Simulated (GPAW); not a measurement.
Consider zinc-blende (ZnS)1-x(ZnSe)x, x = 0.125.

```cif
data_structure
_symmetry_space_group_name_H-M 'P 1'
_symmetry_Int_Tables_number 1
_cell_length_a 7.6965
_cell_length_b 7.6965
_cell_length_c 7.6965
_cell_angle_alpha 60.000
_cell_angle_beta 60.000
_cell_angle_gamma 60.000
_cell_volume 322.38
loop_
_atom_site_label
_atom_site_type_symbol
_atom_site_fract_x
_atom_site_fract_y
_atom_site_fract_z
_atom_site_occupancy
Zn1 Zn 0.99590 0.99715 0.01129 1
S2 S 0.12454 0.12631 0.12543 1
Zn3 Zn 0.99594 0.99741 0.49740 1
Se4 Se 0.12455 0.12529 0.62574 1
Zn5 Zn 0.00036 0.50119 0.00018 1
S6 S 0.12623 0.62540 0.12488 1
Zn7 Zn 0.99700 0.51060 0.49664 1
S8 S 0.12540 0.62539 0.62535 1
Zn9 Zn 0.49921 0.00103 0.00005 1
S10 S 0.62422 0.12579 0.12525 1
Zn11 Zn 0.50978 0.99523 0.49710 1
S12 S 0.62405 0.12505 0.62529 1
Zn13 Zn 0.50143 0.50079 0.00088 1
S14 S 0.62572 0.62628 0.12508 1
Zn15 Zn 0.50024 0.49973 0.49949 1
S16 S 0.62512 0.62370 0.62583 1
```

Absorber: atom 1, with 3 S at 2.34 Å and 1 Se at 2.42 Å (distorted tetrahedral). Method: GPAW, LDA, excited-electron core hole (neutral cell), 16-atom cell with 7.7 Å between holes, 4×4×4 k points, dipole transitions, Gaussian full width 1.67 eV up to 4 eV, rising linearly to 3.5 eV at 25 eV.

Question: What does the Zn K edge look like?

Main maxima up to 27 eV above the zero (height): 5.0 eV (2.02), 8.8 eV (1.02) and 12.6 eV (1.07). A K edge sees empty p states on the absorber. The total-energy difference is 9673.35 eV. One term is added: -30.82 eV, since the hole is spin-paired here and a spin-polarised one costs that much less in the free atom (computed apart). The photon energy is then 9642.53 eV. The tabulated edge of the element is 9659 eV. The functional leaves an error in such absolute values: in the free atom LDA prices this hole 19.1 eV below PBE (computed apart), and PBE is itself good to a few eV.

The Zn K spectrum (energy from the bottom of the conduction band, which holds the excited electron; intensity scaled to a mean of 1 over the first 20 eV):

| E (eV) | intensity |
| --- | --- |
| -2.0 | 0.00 |
| -1.4 | 0.00 |
| -0.8 | 0.00 |
| -0.2 | 0.02 |
| 0.4 | 0.07 |
| 1.0 | 0.22 |
| 1.6 | 0.47 |
| 2.2 | 0.78 |
| 2.8 | 1.02 |
| 3.4 | 1.23 |
| 4.0 | 1.59 |
| 4.6 | 1.96 |
| 5.2 | 1.97 |
| 5.8 | 1.56 |
| 6.4 | 1.08 |
| 7.0 | 0.83 |
| 7.6 | 0.83 |
| 8.2 | 0.95 |
| 8.8 | 1.02 |
| 9.4 | 0.96 |
| 10.0 | 0.88 |
| 10.6 | 0.88 |
| 11.2 | 0.95 |
| 11.8 | 1.03 |
| 12.4 | 1.07 |
| 13.0 | 1.06 |
| 13.6 | 1.03 |
| 14.2 | 1.01 |
| 14.8 | 1.01 |
| 15.4 | 1.00 |
| 16.0 | 0.99 |
| 16.6 | 0.97 |
| 17.2 | 0.96 |
| 17.8 | 0.95 |
| 18.4 | 0.93 |
| 19.0 | 0.89 |
| 19.6 | 0.84 |
| 20.2 | 0.78 |
| 20.8 | 0.74 |
| 21.4 | 0.74 |
| 22.0 | 0.76 |
| 22.6 | 0.79 |
| 23.2 | 0.82 |
| 23.8 | 0.83 |
| 24.4 | 0.84 |
| 25.0 | 0.85 |
| 25.6 | 0.87 |
| 26.2 | 0.91 |
| 26.8 | 0.96 |
| 27.4 | 0.99 |

The script folds with a Gaussian, whereas the core hole's own line is a Lorentzian, so the onset is too steep and the first peak too high.

[Banner, clock and machine lines of the logs are left out without a mark of their own.]

[Logs are printed without paths, hosts, clocks, repeated set-up lines and the standing remarks that a program may print on its own settings, such as how far it seeks lower states.]

[Hosts, paths, dates, database ids (printed as entryN), source tags and the programs' standing remarks are cut or masked in the printed files.]

[Lists of maxima count a maximum above −3 eV only where it reaches 4 % of the highest in the window and stands out from its surroundings by 2 % of it (1.5 % where it reaches 55 %); shoulders and weaker maxima are passed over, and of the rest the first, up to two pre-edge ones and the few strongest are named.]
